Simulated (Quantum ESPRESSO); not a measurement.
# LaCrAsO: which magnetic order is lowest, part 2 of 2

A self-consistent run ends on one state, which hangs on the start. Several orders of LaCrAsO are started in Quantum ESPRESSO and their energies compared.

Quantum ESPRESSO 7.5; PBEsol; plane waves with GBRV 1.5 PBEsol potentials, no spin-orbit coupling.

So far, absolute magnetization (μB): step 2 (start 1: ferro ++) 5.20.

### 3. Run 2 (antiferro +−)

pw.in

```
&CONTROL
  calculation = 'scf'
  prefix = 'pwscf'
  outdir = './tmp'
  pseudo_dir = './pseudo'
  disk_io = 'nowf'
/
&SYSTEM
  ibrav = 0
  nat = 8
  ntyp = 5
  ecutwfc = 40
  ecutrho = 280
  nbnd = 48
  occupations = 'smearing'
  smearing = 'fd'
  degauss = 0.00734986
  nspin = 2
  starting_magnetization(1) = 0
  starting_magnetization(2) = 0.1786
  starting_magnetization(3) = -0.1786
  starting_magnetization(4) = 0
  starting_magnetization(5) = 0
/
&ELECTRONS
  conv_thr = 1.6d-08
  electron_maxstep = 150
  mixing_beta = 0.3
/
ATOMIC_SPECIES
La    138.9055 la_pbesol_v1.uspp.F.UPF
Cr1    51.9961 cr_pbesol_v1.5.uspp.F.UPF
Cr2    51.9961 cr_pbesol_v1.5.uspp.F.UPF
As     74.9216 as_pbesol_v1.uspp.F.UPF
O      15.9990 o_pbesol_v1.2.uspp.F.UPF
CELL_PARAMETERS angstrom
   4.0412000000    0.0000000000    0.0000000000
   0.0000000000    4.0412000000    0.0000000000
   0.0000000000    0.0000000000    8.9863000000
ATOMIC_POSITIONS crystal
La      0.5000000000    0.0000000000    0.1365000000
La      0.0000000000    0.5000000000    0.8635000000
Cr1     0.0000000000    0.0000000000    0.5000000000
Cr2     0.5000000000    0.5000000000    0.5000000000
As      0.5000000000    0.0000000000    0.6625000000
As      0.0000000000    0.5000000000    0.3375000000
O       0.0000000000    0.0000000000    0.0000000000
O       0.5000000000    0.5000000000    0.0000000000
K_POINTS automatic
6 6 6 0 0 0
```

Started as:

```console
$ OMP_NUM_THREADS=1 mpirun -n 4 pw.x -nk 4 -in pw.in > pw.out
```

What it wrote:

```text
[banner, memory and clock lines left out]
Program PWSCF v.7.5 starts

     Message from routine setup:
     using ibrav=0 with symmetry is DISCOURAGED, use correct ibrav instead

     bravais-lattice index     =            0
     lattice parameter (alat)  =       7.6368  a.u.
     unit-cell volume          =     990.3717 (a.u.)^3
     number of atoms/cell      =            8
     number of atomic types    =            5
     number of electrons       =        72.00
     number of Kohn-Sham states=           48
     kinetic-energy cutoff     =      40.0000  Ry
     charge density cutoff     =     280.0000  Ry
     scf convergence threshold =      1.6E-08
     mixing beta               =       0.3000
     number of iterations used =            8  plain     mixing
     Exchange-correlation= SLA  PW   PSX  PSC
                           (   1   4  10   8   0   0   0)

     celldm(1)=   7.636761  celldm(2)=   0.000000  celldm(3)=   0.000000
     celldm(4)=   0.000000  celldm(5)=   0.000000  celldm(6)=   0.000000

     crystal axes: (cart. coord. in units of alat)
               a(1) = (   1.000000   0.000000   0.000000 )
               a(2) = (   0.000000   1.000000   0.000000 )
               a(3) = (   0.000000   0.000000   2.223671 )

     reciprocal axes: (cart. coord. in units 2 pi/alat)
               b(1) = (  1.000000  0.000000  0.000000 )
               b(2) = (  0.000000  1.000000  0.000000 )
               b(3) = (  0.000000  0.000000  0.449707 )

     PseudoPot. # 1 for La read from file:
     la_pbesol_v1.uspp.F.UPF
     Pseudo is Ultrasoft + core correction, Zval = 11.0

     PseudoPot. # 2 for Cr read from file:
     cr_pbesol_v1.5.uspp.F.UPF
     Pseudo is Ultrasoft + core correction, Zval = 14.0

     PseudoPot. # 3 for Cr read from file:
     cr_pbesol_v1.5.uspp.F.UPF
     Pseudo is Ultrasoft + core correction, Zval = 14.0

     PseudoPot. # 4 for As read from file:
     as_pbesol_v1.uspp.F.UPF
     Pseudo is Ultrasoft + core correction, Zval =  5.0

     PseudoPot. # 5 for O  read from file:
     o_pbesol_v1.2.uspp.F.UPF
     Pseudo is Ultrasoft + core correction, Zval =  6.0

     atomic species   valence    mass     pseudopotential
     La               11.00   138.90550     La( 1.00)
     Cr1              14.00    51.99610     Cr( 1.00)
     Cr2              14.00    51.99610     Cr( 1.00)
     As                5.00    74.92160     As( 1.00)
     O                 6.00    15.99900     O ( 1.00)

     Starting magnetic structure
     atomic species   magnetization
     La              0.000
     Cr1             0.179
     Cr2            -0.179
     As              0.000
     O               0.000

      8 Sym. Ops. (no inversion) found

   Cartesian axes

     site n.     atom                  positions (alat units)
         1        La     tau(   1) = (   0.5000000   0.0000000   0.3035311  )
         2        La     tau(   2) = (   0.0000000   0.5000000   1.9201401  )
         3        Cr1    tau(   3) = (   0.0000000   0.0000000   1.1118356  )
         4        Cr2    tau(   4) = (   0.5000000   0.5000000   1.1118356  )
         5        As     tau(   5) = (   0.5000000   0.0000000   1.4731822  )
         6        As     tau(   6) = (   0.0000000   0.5000000   0.7504890  )
         7        O      tau(   7) = (   0.0000000   0.0000000   0.0000000  )
         8        O      tau(   8) = (   0.5000000   0.5000000   0.0000000  )

     number of k points=    40  Fermi-Dirac smearing, width (Ry)=  0.0073
                       cart. coord. in units 2pi/alat
        k(    1) = (   0.0000000   0.0000000   0.0000000), wk =   0.0046296
        k(    2) = (   0.0000000   0.0000000   0.0749511), wk =   0.0092593
        k(    3) = (   0.0000000   0.0000000   0.1499023), wk =   0.0092593
        k(    4) = (   0.0000000   0.0000000  -0.2248534), wk =   0.0046296
        k(    5) = (   0.0000000   0.1666667   0.0000000), wk =   0.0185185
        [... 35 further k-points ...]

     Dense  grid:    78387 G-vectors     FFT dimensions: (  45,  45,  96)

     Smooth grid:    33913 G-vectors     FFT dimensions: (  32,  32,  72)

     Check: negative core charge=   -0.000002
     Generating pointlists ...
     new r_m :   0.2413 (alat units)  1.8426 (a.u.) for type    1
     new r_m :   0.2545 (alat units)  1.9434 (a.u.) for type    2
     new r_m :   0.2545 (alat units)  1.9434 (a.u.) for type    3
     new r_m :   0.2545 (alat units)  1.9434 (a.u.) for type    4
     new r_m :   0.2413 (alat units)  1.8426 (a.u.) for type    5

     Initial potential from superposition of free atoms

     starting charge      69.9407, renormalised to      72.0000

     negative rho (up, down):  7.862E-02 7.834E-02
     Starting wfcs are   76 randomized atomic wfcs

     Self-consistent Calculation

     iteration #  1     ecut=    40.00 Ry     beta= 0.30
     Davidson diagonalization with overlap
     ethr =  1.00E-02,  avg # of iterations =  5.3

     negative rho (up, down):  7.607E-02 7.608E-02

     total energy              =    -663.08044845 Ry
     estimated scf accuracy    <      79.79744782 Ry

     total magnetization       =     0.00 Bohr mag/cell
     absolute magnetization    =     1.48 Bohr mag/cell

     iteration #  2     ecut=    40.00 Ry     beta= 0.30
     Davidson diagonalization with overlap
     ethr =  1.00E-02,  avg # of iterations =  9.9

     negative rho (up, down):  4.015E-04 3.430E-04

     total energy              =    -668.62740838 Ry
     estimated scf accuracy    <     589.17706085 Ry

     total magnetization       =     0.10 Bohr mag/cell
     absolute magnetization    =     5.61 Bohr mag/cell

     [... further iterations left out ...]

     iteration # 23     ecut=    40.00 Ry     beta= 0.30
     Davidson diagonalization with overlap
     ethr =  8.59E-10,  avg # of iterations =  4.0

     negative rho (up, down):  5.681E-02 5.567E-02

     total energy              =    -700.34019115 Ry
     estimated scf accuracy    <       0.00000014 Ry

     total magnetization       =    -0.00 Bohr mag/cell
     absolute magnetization    =     5.83 Bohr mag/cell

     iteration # 24     ecut=    40.00 Ry     beta= 0.30
     Davidson diagonalization with overlap
     ethr =  1.91E-10,  avg # of iterations =  4.0

     negative rho (up, down):  5.682E-02 5.567E-02

     Magnetic moment per site  (integrated on atomic sphere of radius R)
     atom   1 (R=0.241)  charge=  6.1658  magn= -0.0000
     atom   2 (R=0.241)  charge=  6.1658  magn= -0.0000
     atom   3 (R=0.254)  charge= 12.1114  magn=  2.4296
     atom   4 (R=0.254)  charge= 12.1115  magn= -2.4297
     atom   5 (R=0.254)  charge=  2.8700  magn=  0.0000
     atom   6 (R=0.254)  charge=  2.8700  magn=  0.0000
     atom   7 (R=0.241)  charge=  6.2574  magn= -0.0084
     atom   8 (R=0.241)  charge=  6.2578  magn=  0.0084

     End of self-consistent calculation

     [... lines left out ...]
     the Fermi energy is    11.2944 ev

!    total energy              =    -700.34019119 Ry
     estimated scf accuracy    <          6.8E-09 Ry
     smearing contrib. (-TS)   =      -0.00908021 Ry
     internal energy E=F+TS    =    -700.33111098 Ry

     The total energy is F=E-TS. E is the sum of the following terms:
     one-electron contribution =    -267.91764776 Ry
     hartree contribution      =     169.18331140 Ry
     xc contribution           =    -219.74581636 Ry
     ewald contribution        =    -381.85095826 Ry

     total magnetization       =    -0.00 Bohr mag/cell
     absolute magnetization    =     5.83 Bohr mag/cell

     convergence has been achieved in  24 iterations
```

Elapsed: 4.2 min, on 4 MPI ranks of Arm Neoverse V1, shared host; peak memory 1.5 GiB.

Spin moment in the atom's sphere by atom:

```
atom  spin moment in the atom's sphere (μB)
 La1                                   0.00
 La2                                   0.00
 Cr3                                   2.43
 Cr4                                  -2.43
 As5                                   0.00
 As6                                   0.00
  O7                                  -0.01
  O8                                   0.01
```

Read from the output:

```yaml
smearing_term_ts: 0.1235 eV
magnetization: 0 μB
absolute_magnetization: 5.829 μB
final_state: antiferromagnetic
```

Spin density in the ac plane at fractional y = 0.000, with atoms of La and Cr and As and O within 0.2 Å of it.

Ten even steps from '0' (0.0 e/Å³) to '9' (2.9 e/Å³), each cell a mean:
```
00000000000000
00000000000000
00000000000000
00000000000000
00000000000000
00000000000000
00000000000000
00000000000000
00000000000000
10000000000001
52000000000014
96100000000149
84100000000137
21000000000012
00000000000000
00000000000000
00000000000000
00000000000000
00000000000000
00000000000000
00000000000000
00000000000000
00000000000000
00000000000000
```
Columns run along a (4.0 Å), rows up along c (9.0 Å). Atoms in or near the plane, at fractional coordinates: La at (0.50, 0.14), Cr at (0.00, 0.50), As at (0.50, 0.66), O at (0.00, 0.00).

Valence density in the ac plane at fractional y = 0.000, with atoms of La and Cr and As and O within 0.2 Å of it. It is the smooth field of the valence electrons, not physical close to the nuclei.

Ten steps, logarithmic in the rise over the least value, from '0' (-1 e/Å³) to '9' (13 e/Å³), each cell a mean:
```
87544444444568
65544444444456
44444444444444
44444444444444
44444444444444
44444555544444
44445544554444
44455456455444
44455455455444
55555555555555
97554555545578
99654444444689
99644444444589
76544444444457
44444444444444
44444444444444
44444444444444
44444455544444
44445666654444
44456655665444
44456620565444
55556655665555
76555566655567
87654455444578
```
Columns run along a (4.0 Å), rows up along c (9.0 Å). Atoms in or near the plane, at fractional coordinates: La at (0.50, 0.14), Cr at (0.00, 0.50), As at (0.50, 0.66), O at (0.00, 0.00).

### 4. Energies of the orders

An order is kept where moments of 0.15 μB or more survive with the typed signs; meshes match where a doubled cell samples the same k points as the first cell.

Orders:

```csv
start,final state,typed order kept,energy over the lowest (meV a seeded atom),largest site moment (μB),net moment (μB a cell of the first run),mesh matched,CPU time (s)
ferro ++,ferromagnetic,yes,129.8,2.152,4.595,yes,1091
antiferro +-,antiferromagnetic,yes,0,2.43,0,yes,1017
```

### 5. What came out

| Item | Value |
| --- | --- |
| lowest state found | antiferromagnetic (from antiferro +-) |
| largest site moment | 2.43 μB |
| next state with moments | ferromagnetic, 130 meV a seeded atom higher |

What this shows: This is the lowest of 2 collinear or spinless starts, no proof of the ground state. Energies are free energies at an electronic temperature of 1160 K, which lowers moments and differences where the moments are itinerant. No Hubbard term acts here. In such compounds local and semilocal functionals without one often delocalise the d electrons, and can shrink or lose moments and miss the size, sign and order of the couplings. The smearing term is large for its width, so states at the Fermi level are partly filled: at this level the cell is a metal or has a gap of a few widths at most.

[Logs and program files are shortened in this print: banners, set-up blocks, solver, clock and traceback lines can be left out without a mark of their own.]

[Logs are printed without paths, hosts, clocks, repeated set-up lines and the standing remarks that a program may print on its own settings, such as how far it seeks lower states.]

[Hosts, paths, dates, database ids (printed as entryN), source tags and the programs' standing remarks are cut or masked in the printed files.]

[Where a cell is said to come from a database of computed structures, the database is the Materials Project.]
